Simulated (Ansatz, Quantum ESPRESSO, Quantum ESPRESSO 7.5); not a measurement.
**From contact to tunnelling: vacuum gaps between two Pt(100) faces**

How fast does transmission decay with width? The series: vacuum gaps between two Pt(100) faces.

Main program and level: Quantum ESPRESSO 7.5; plane-wave DFT, LDA, GBRV ultrasoft pseudopotentials (cross-check by Ansatz 0.2.0 with PAW datasets).

## Step 1: The starting structure

The cell holds 16 atoms: 16 Pt. Cell: a = 2.807 Å, b = 2.807 Å, c = 33.275 Å, α = 90.0°, β = 90.0°, γ = 90.0°. It derives from Pt. Regions: left lead, 8 atoms (8 Pt); right lead, 8 atoms (8 Pt). The structure is stacked, and the current runs, along c.

## Step 2: Ground state, 3.5 Å

One periodic cell holds a lead period, the junction and more lead; the atoms stay as built.

File j0.scf.in:

```
&control
  prefix = 'j0.scf'
  outdir = './out'
  pseudo_dir = './pseudo'
  calculation = 'scf'
  tprnfor = .true.
/
&system
  ibrav = 0
  nat = 16
  ntyp = 1
  ecutwfc = 40
  ecutrho = 200
  occupations = 'smearing'
  smearing = 'mv'
  degauss = 0.01
/
&electrons
  conv_thr = 1e-07
  mixing_beta = 0.25
  electron_maxstep = 120
  mixing_mode = 'local-TF'
/
ATOMIC_SPECIES
  Pt  195.0840  pt_lda_v1.4.uspp.F.UPF
CELL_PARAMETERS angstrom
  2.80721392131059 0.00000000000000 0.00000000000000
  0.00000000000000 2.80721392131059 0.00000000000000
  0.00000000000000 0.00000000000000 33.27500000000000
ATOMIC_POSITIONS crystal
  Pt  0.000000000000 0.000000000000 0.000000000000
  Pt  0.500000000000 0.500000000000 0.059654395192
  Pt  0.000000000000 0.000000000000 0.119308790383
  Pt  0.500000000000 0.500000000000 0.178963185575
  Pt  0.000000000000 0.000000000000 0.238617580766
  Pt  0.500000000000 0.500000000000 0.298271975958
  Pt  0.000000000000 0.000000000000 0.357926371150
  Pt  0.500000000000 0.500000000000 0.417580766341
  Pt  0.000000000000 0.000000000000 0.522764838467
  Pt  0.500000000000 0.500000000000 0.582419233659
  Pt  0.000000000000 0.000000000000 0.642073628850
  Pt  0.500000000000 0.500000000000 0.701728024042
  Pt  0.000000000000 0.000000000000 0.761382419234
  Pt  0.500000000000 0.500000000000 0.821036814425
  Pt  0.000000000000 0.000000000000 0.880691209617
  Pt  0.500000000000 0.500000000000 0.940345604808
K_POINTS automatic
  8 8 1 0 0 0
```

Run with:

```bash
$ OMP_NUM_THREADS=1 mpirun -n 4 pw.x -nk 4 -in j0.scf.in > j0.scf.out
```

What it wrote:

```text
Program PWSCF v.7.5 starts
[citation notice left out]

     Parallel version (MPI & OpenMP), running on       4 processor cores
     Number of MPI processes:                 4
     Threads/MPI process:                     1

     MPI processes distributed on     1 nodes
[...]
Current dimensions of program PWSCF are:
     Max number of different atomic species (ntypx) = 10
     Max number of k-points (npk) =  40000
     Max angular momentum in pseudopotentials (lmaxx) =  4
     Message from routine setup:
     using ibrav=0 with symmetry is DISCOURAGED, use correct ibrav instead

     K-points division:     npool     =       4
     Subspace diagonalization in iterative solution of the eigenvalue problem:
     a serial algorithm will be used

     G-vector sticks info
     --------------------
     sticks:   dense  smooth     PW     G-vecs:    dense   smooth      PW
     Sum         437     357    113                84311    60513   10911

     Using Slab Decomposition

     bravais-lattice index     =            0
     lattice parameter (alat)  =       5.3049  a.u.
     unit-cell volume          =    1769.5616 (a.u.)^3
     number of atoms/cell      =           16
     number of atomic types    =            1
     number of electrons       =       256.00
     number of Kohn-Sham states=          154
     kinetic-energy cutoff     =      40.0000  Ry
     charge density cutoff     =     200.0000  Ry
     scf convergence threshold =      1.0E-07
     mixing beta               =       0.2500
     number of iterations used =            8  local-TF  mixing
     Exchange-correlation=  SLA  PZ   NOGX NOGC
                           (   1   1   0   0   0   0   0)

     celldm(1)=   5.304865  celldm(2)=   0.000000  celldm(3)=   0.000000
     celldm(4)=   0.000000  celldm(5)=   0.000000  celldm(6)=   0.000000

     crystal axes: (cart. coord. in units of alat)
               a(1) = (   1.000000   0.000000   0.000000 )
               a(2) = (   0.000000   1.000000   0.000000 )
               a(3) = (   0.000000   0.000000  11.853389 )

     reciprocal axes: (cart. coord. in units 2 pi/alat)
               b(1) = (  1.000000  0.000000  0.000000 )
               b(2) = (  0.000000  1.000000  0.000000 )
               b(3) = (  0.000000  0.000000  0.084364 )

     PseudoPot. # 1 for Pt read from file:
     ./pseudo/pt_lda_v1.4.uspp.F.UPF
     Pseudo is Ultrasoft + core correction, Zval = 16.0
     Generated by new atomic code, or converted to UPF format
     Using radial grid of  985 points,  6 beta functions with:
                l(1) =   0
                l(2) =   0
                l(3) =   1
                l(4) =   1
                l(5) =   2
                l(6) =   2
     Q(r) pseudized with  8 coefficients,  rinner =    1.300   1.300   1.300
                                                       1.300   1.300

     atomic species   valence    mass     pseudopotential
     Pt               16.00   195.08400     Pt( 1.00)

      8 Sym. Ops. (no inversion) found

   Cartesian axes

     site n.     atom                  positions (alat units)
         1        Pt     tau(   1) = (   0.0000000   0.0000000   0.0000000  )
         2        Pt     tau(   2) = (   0.5000000   0.5000000   0.7071068  )
         3        Pt     tau(   3) = (   0.0000000   0.0000000   1.4142136  )
         4        Pt     tau(   4) = (   0.5000000   0.5000000   2.1213203  )
         5        Pt     tau(   5) = (   0.0000000   0.0000000   2.8284271  )
         6        Pt     tau(   6) = (   0.5000000   0.5000000   3.5355339  )
         7        Pt     tau(   7) = (   0.0000000   0.0000000   4.2426407  )
         8        Pt     tau(   8) = (   0.5000000   0.5000000   4.9497475  )
         9        Pt     tau(   9) = (   0.0000000   0.0000000   6.1965352  )
        10        Pt     tau(  10) = (   0.5000000   0.5000000   6.9036420  )
        11        Pt     tau(  11) = (   0.0000000   0.0000000   7.6107488  )
        12        Pt     tau(  12) = (   0.5000000   0.5000000   8.3178556  )
        13        Pt     tau(  13) = (   0.0000000   0.0000000   9.0249624  )
        14        Pt     tau(  14) = (   0.5000000   0.5000000   9.7320691  )
        15        Pt     tau(  15) = (   0.0000000   0.0000000  10.4391759  )
        16        Pt     tau(  16) = (   0.5000000   0.5000000  11.1462827  )

     number of k points=    15  Marzari-Vanderbilt smearing, width (Ry)=  0.0100
                       cart. coord. in units 2pi/alat
        k(    1) = (   0.0000000   0.0000000   0.0000000), wk =   0.0312500
        k(    2) = (   0.0000000   0.1250000   0.0000000), wk =   0.1250000
        k(    3) = (   0.0000000   0.2500000   0.0000000), wk =   0.1250000
        k(    4) = (   0.0000000   0.3750000   0.0000000), wk =   0.1250000
        k(    5) = (   0.0000000  -0.5000000   0.0000000), wk =   0.0625000
        k(    6) = (   0.1250000   0.1250000   0.0000000), wk =   0.1250000
        k(    7) = (   0.1250000   0.2500000   0.0000000), wk =   0.2500000
        k(    8) = (   0.1250000   0.3750000   0.0000000), wk =   0.2500000
        k(    9) = (   0.1250000  -0.5000000   0.0000000), wk =   0.1250000
        k(   10) = (   0.2500000   0.2500000   0.0000000), wk =   0.1250000
[...]
k(   15) = (  -0.5000000  -0.5000000   0.0000000), wk =   0.0312500

     Dense  grid:    84311 G-vectors     FFT dimensions: (  24,  24, 288)

     Smooth grid:    60513 G-vectors     FFT dimensions: (  24,  24, 256)

     Estimated max dynamical RAM per process >     281.06 MB

     Estimated total dynamical RAM >       1.04 GB

     Initial potential from superposition of free atoms

     starting charge     247.9999, renormalised to     256.0000

     negative rho (up, down):  3.035E+00 0.000E+00
     Starting wfcs are  192 randomized atomic wfcs

     total cpu time spent up to now is        5.9 secs

     per-process dynamical memory:   163.2 Mb

     Self-consistent Calculation

     iteration #  1     ecut=    40.00 Ry     beta= 0.25
     Davidson diagonalization with overlap
     ethr =  1.00E-02,  avg # of iterations =  2.0

     negative rho (up, down):  2.888E+00 0.000E+00

     total cpu time spent up to now is       20.7 secs

     total energy              =   -3375.19582422 Ry
     estimated scf accuracy    <      25.44673812 Ry

     iteration #  2     ecut=    40.00 Ry     beta= 0.25
[...]
negative rho (up, down):  2.692E+00 0.000E+00

[...]
total energy              =   -3372.41468320 Ry
     estimated scf accuracy    <      10.39110932 Ry

[...]
-32.6899 -32.6884 -32.6861 -32.6804 -32.6761 -32.6758 -32.6726 -32.6702
   -32.6572 -32.6538 -32.2715 -32.2714 -32.1606 -32.1605 -32.1109 -32.1093
    11.4894  11.5865  11.7452  11.9736  12.2308  12.5360  12.8264  13.1560
    13.4137  13.6724  13.8140  13.9037  13.9253  13.9306  14.2740  14.3697
    14.6924  14.7539  14.8677  15.0343  15.2461  15.4824  15.6782  15.7190
    15.7411  15.8359  15.8969  15.9456  15.9714  16.0578  16.0692  16.1788
    16.1891  16.2955  16.3301  16.4647  16.4730  16.5750  16.5997  16.6179
    16.6201  16.6364  16.6451  16.6650  16.6678  16.6797  16.7230  16.7431
    16.7506  16.7566  16.8449  16.9212  16.9805  17.0502  17.1526  17.3543
    17.4094  17.4841  17.5663  17.7581  17.8490  17.9301  18.0867  18.1666
    18.3467  18.3468  18.4303  18.5092  18.5458  18.5589  18.6153  18.6289
    18.6902  18.7004  18.7557  18.8940  19.0922  19.2730  19.3577  19.4267
    19.5036  19.6743  19.7219  19.8344  19.8502  19.9342  19.9474  20.0019
    20.0102  20.5330  20.7933  22.1817  22.5117  24.1071  24.3861  25.3383
    25.7904  26.0626  26.1131  26.6363  26.8847  27.6702  28.2718  28.8338
    29.7620  29.9857

          k = 0.0000 0.3750 0.0000 (  7564 PWs)   bands (ev):

   -33.0354 -33.0344 -33.0302 -33.0275 -33.0162 -33.0147 -32.9869 -32.9852
   -32.9603 -32.9557 -32.9294 -32.9283 -32.9051 -32.8903 -32.8769 -32.8589
   -32.8387 -32.8142 -32.7921 -32.7716 -32.7581 -32.7569 -32.7569 -32.7528
   -32.7389 -32.7373 -32.7326 -32.7256 -32.7240 -32.7189 -32.7133 -32.7095
   -32.7086 -32.7014 -32.7000 -32.6996 -32.6917 -32.6839 -32.6738 -32.6737
   -32.6720 -32.6710 -32.3424 -32.3423 -32.1556 -32.1555 -32.1055 -32.1047
    12.7734  12.7789  12.8180  12.8385  12.8891  12.9206  12.9725  13.0920
    13.2572  13.4476  13.6609  13.9005  14.1263  14.3500  14.5331  14.6084
    15.3945  15.3963  15.4428  15.4827  15.5598  15.6900  15.7206  15.8741
    15.9915  16.0353  16.1159  16.1779  16.2751  16.3220  16.3503  16.3612
    16.3618  16.3783  16.3913  16.4144  16.4311  16.4345  16.4366  16.4563
    16.5605  16.5627  16.6224  16.7091  16.7438  16.7479  16.8010  16.8545
    16.9665  16.9731  17.0548  17.0989  17.2158  17.2238  17.4329  17.4692
    17.4894  17.4940  17.6900  17.6993  17.7470  17.7494  17.9594  18.1878
    18.2163  18.3992  18.4510  18.7433  19.0018  19.0663  19.2653  19.2758
    19.2965  19.4067  19.4962  19.5220  19.5266  19.6537  19.6891  19.7290
    19.7675  19.8203  19.8413  19.8440  19.8533  19.8924  19.8997  19.9098
    20.1507  21.3357  21.7311  23.1064  23.3837  23.4189  23.5309  23.8095
    24.5355  24.6487  25.4998  25.5277  26.1209  26.2360  26.7504  26.9039
    27.9425  28.0214

          k = 0.0000-0.5000 0.0000 (  7534 PWs)   bands (ev):

   -33.0593 -33.0593 -33.0521 -33.0521 -33.0389 -33.0389 -33.0096 -33.0096
   -32.9809 -32.9809 -32.9557 -32.9557 -32.9354 -32.9354 -32.8387 -32.8387
   -32.8138 -32.8138 -32.7936 -32.7936 -32.7722 -32.7722 -32.7498 -32.7498
   -32.7444 -32.7444 -32.7215 -32.7215 -32.7194 -32.7194 -32.7099 -32.7099
   -32.7048 -32.7048 -32.7011 -32.7011 -32.6927 -32.6927 -32.6901 -32.6901
   -32.6739 -32.6739 -32.3710 -32.3710 -32.1534 -32.1534 -32.1032 -32.1031
    12.8730  12.8730  12.9618  12.9618  13.1094  13.1094  13.3275  13.3275
    13.5778  13.5778  13.8663  13.8663  14.1228  14.1228  14.6219  14.6219
    15.5721  15.5721  15.7823  15.7823  15.8699  15.8699  15.8840  15.8840
    15.9865  15.9865  16.0287  16.0287  16.1271  16.1271  16.1479  16.1479
    16.1952  16.1952  16.2257  16.2257  16.3012  16.3012  16.4257  16.4257
    16.4283  16.4283  16.6151  16.6151  16.6724  16.6724  16.8364  16.8364
    17.0810  17.0810  17.1965  17.1965  17.3147  17.3147  17.6020  17.6020
    17.6654  17.6654  18.3186  18.3186  18.3342  18.3342  18.5918  18.5918
    18.7938  18.7938  18.8867  18.8867  19.1943  19.1943  19.4449  19.4449
    19.6444  19.6444  19.6558  19.6558  19.7863  19.7863  19.8643  19.8643
    19.9335  19.9335  20.6367  20.6367  20.8813  20.8813  21.3019  21.3019
    21.3863  21.3863  21.5647  21.5647  21.5782  21.5782  21.6748  21.6748
    24.1304  24.1304  25.4625  25.4625  25.7653  25.7653  26.4503  26.4503
    27.0030  27.0030

          k = 0.1250 0.1250 0.0000 (  7633 PWs)   bands (ev):

   -33.0117 -33.0111 -32.9992 -32.9761 -32.9586 -32.9370 -32.9106 -32.8825
   -32.8531 -32.8399 -32.8396 -32.8251 -32.8228 -32.8067 -32.8002 -32.7988
   -32.7911 -32.7909 -32.7868 -32.7757 -32.7652 -32.7618 -32.7563 -32.7464
   -32.7368 -32.7359 -32.7280 -32.7195 -32.7170 -32.7079 -32.7053 -32.7025
   -32.6963 -32.6939 -32.6874 -32.6837 -32.6699 -32.6693 -32.6652 -32.6639
   -32.6609 -32.6581 -32.1968 -32.1967 -32.1960 -32.1958 -32.1143 -32.1125
    10.7883  10.9222  11.1391  11.4587  11.8161  12.2667  12.6847  13.1934
    13.5530  13.7191  13.7830  13.8391  13.9188  13.9490  14.0904  14.1382
    14.2213  14.3384  14.3460  14.4332  14.4943  14.6609  14.8401  15.0316
    15.2189  15.4024  15.5570  15.6810  15.7416  15.7607  15.7627  16.1768
    16.1997  16.2976  16.3990  16.5579  16.5756  16.5941  16.5956  16.6498
    16.6530  16.6537  16.6662  16.6861  16.6866  16.7314  16.7723  16.8759
    16.9319  17.1729  17.3372  17.4471  17.5872  17.6326  17.6444  17.7173
    17.7227  17.7891  17.7969  17.8035  17.8450  17.9683  17.9761  18.0557
    18.0659  18.1289  18.4644  18.4970  18.5103  18.5325  18.5426  18.6114
    18.7523  18.8835  18.8913  18.9762  19.0577  19.0793  19.1217  19.2054
    19.3038  19.3695  19.3972  19.6128  19.8024  19.8339  19.9278  20.1080
    20.2519  20.4647  20.5977  21.4825  21.6972  22.9979  23.1097  24.3386
    25.0961  27.6273  28.0918  29.2554  29.7094  30.3880  30.7031  30.7510
    31.0966  31.3109

[...]
the Fermi energy is    19.8242 ev

!    total energy              =   -3372.64730542 Ry
     estimated scf accuracy    <       0.00000004 Ry
     smearing contrib. (-TS)   =      -0.00030814 Ry
     internal energy E=F+TS    =   -3372.64699728 Ry

     The total energy is F=E-TS. E is the sum of the following terms:
     one-electron contribution =   -1039.48005659 Ry
     hartree contribution      =     729.92322069 Ry
     xc contribution           =    -907.56442106 Ry
     ewald contribution        =   -2155.52574033 Ry

     convergence has been achieved in  14 iterations

     negative rho (up, down):  2.822E+00 0.000E+00

     Forces acting on atoms (cartesian axes, Ry/au):

     atom    1 type  1   force =     0.00000000    0.00000000    0.00113149
     atom    2 type  1   force =     0.00000000    0.00000000   -0.00132701
     atom    3 type  1   force =     0.00000000    0.00000000    0.00055224
     atom    4 type  1   force =     0.00000000    0.00000000   -0.00132965
     atom    5 type  1   force =     0.00000000    0.00000000    0.00234424
     atom    6 type  1   force =     0.00000000    0.00000000    0.00141670
     atom    7 type  1   force =     0.00000000    0.00000000    0.01263847
     atom    8 type  1   force =     0.00000000    0.00000000   -0.02045313
     atom    9 type  1   force =     0.00000000    0.00000000    0.02044228
     atom   10 type  1   force =     0.00000000    0.00000000   -0.01263385
     atom   11 type  1   force =     0.00000000    0.00000000   -0.00140585
     atom   12 type  1   force =     0.00000000    0.00000000   -0.00233999
     atom   13 type  1   force =     0.00000000    0.00000000    0.00131962
     atom   14 type  1   force =     0.00000000    0.00000000   -0.00054799
     atom   15 type  1   force =     0.00000000    0.00000000    0.00132821
     atom   16 type  1   force =     0.00000000    0.00000000   -0.00113577

     Total force =     0.034362     Total SCF correction =     0.001491

[...]
=------------------------------------------------------------------------------=
   JOB DONE.
=------------------------------------------------------------------------------=
```

It took 3 min on 4 MPI ranks of Arm Neoverse V1, shared host; peak memory 1.2 GiB; 12 min of CPU time.

Numbers from this step:

```
free energy  : -45887.2042 eV
Fermi energy : 19.82 eV
```

The run needed 14 iterations to bring the estimated error under 1e-07 Ry; the largest force on any atom, held or free, is 0.53 eV/Å.

[end of part 1 of 5]

[Logs are printed without paths, hosts, clocks, repeated set-up lines and the standing remarks that a program may print on its own settings, such as how far it seeks lower states.]

[Hosts, paths, dates, database ids (printed as entryN), source tags and the programs' standing remarks are cut or masked in the printed files.]

[Maps of the electrostatic potential energy from Ansatz leave out the sawtooth potential of an applied field or a dipole correction, so their vacuum need not be flat; planar profiles and work functions include it.]
